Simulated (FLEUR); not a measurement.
# MnRh: energy over the lowest against total spin moment, fitted and tested on a withheld row

System: MnRh, 1 Mn and 1 Rh in the cell, space group Pm-3m. Cell as run: a = 3.044, b = 3.044, c = 3.044 Å, angles 90.0, 90.0, 90.0°, 2 atoms. From the study “E(M) of MnRh”.

Method: LDA (VWN); all-electron FLAPW, Dirac cores, scalar-relativistic bands (FLEUR MaX-R8.1). Settings shared by all rows: kmax 3.6 1/bohr, hist occupations, smearing width 0.05 eV, 10×10×10 k-mesh.

Computed values, one withheld:

```
total spin moment (μB a cell)  energy over the lowest (meV a cell)
                            0                                 1019
                        0.922                                  936
                        1.844                                  684
                        2.767                                  366
                        3.689                                   69
                       4.0989                                    0
                        4.611                                  148
                        5.533                                    ?
```

What energy over the lowest should the row at total spin moment = 5.533 μB a cell hold? Fit a suitable law to the other rows.

**Law.** Time reversal makes the energy at fixed moment even in the moment, so it is expanded as a Landau series in M². In symbols, E = c0 + c2 M² + c4 M⁴ + c6 M⁶, with energy over the lowest in meV a cell.

**Fit.** Least squares on 7 rows gives c0 = 1014.66, c2 = -95.967, c4 = 0.62478 and c6 = 0.092265.

```
total spin moment (μB a cell)  computed     fit  computed − fit
                            0      1019  1014.7             4.3
                        0.922       936   933.6             2.4
                        1.844       684   699.2           -15.2
                        2.767       366   357.9             8.1
                        3.689        69    56.9            12.1
                       4.0989         0    16.2           -16.2
                        4.611       148   143.5             4.5
```

The fit has a minimum at M = 4.06 μB a cell. Its quadratic term is negative, which makes M = 0 a maximum of the fitted curve.

**Prediction.** At total spin moment = 5.533 μB a cell the law predicts 1309.6 meV a cell. The computed value is 797 meV a cell, 512.6 below the prediction (39.1 % of it). The row lies beyond the fitted rows, so this is an extrapolation. The miss is 49 times the rms residual of the fit, 10.4.

So the prediction fails: the law follows the fitted rows but not this one.

[Logs and program files are shortened in this print: banners, set-up blocks, solver, clock and traceback lines can be left out without a mark of their own.]

[Logs are printed without paths, hosts, clocks, repeated set-up lines and the standing remarks that a program may print on its own settings, such as how far it seeks lower states.]

[Hosts, paths, dates, database ids (printed as entryN), source tags and the programs' standing remarks are cut or masked in the printed files.]

[Where a cell is said to come from a database of computed structures, the database is the Materials Project.]
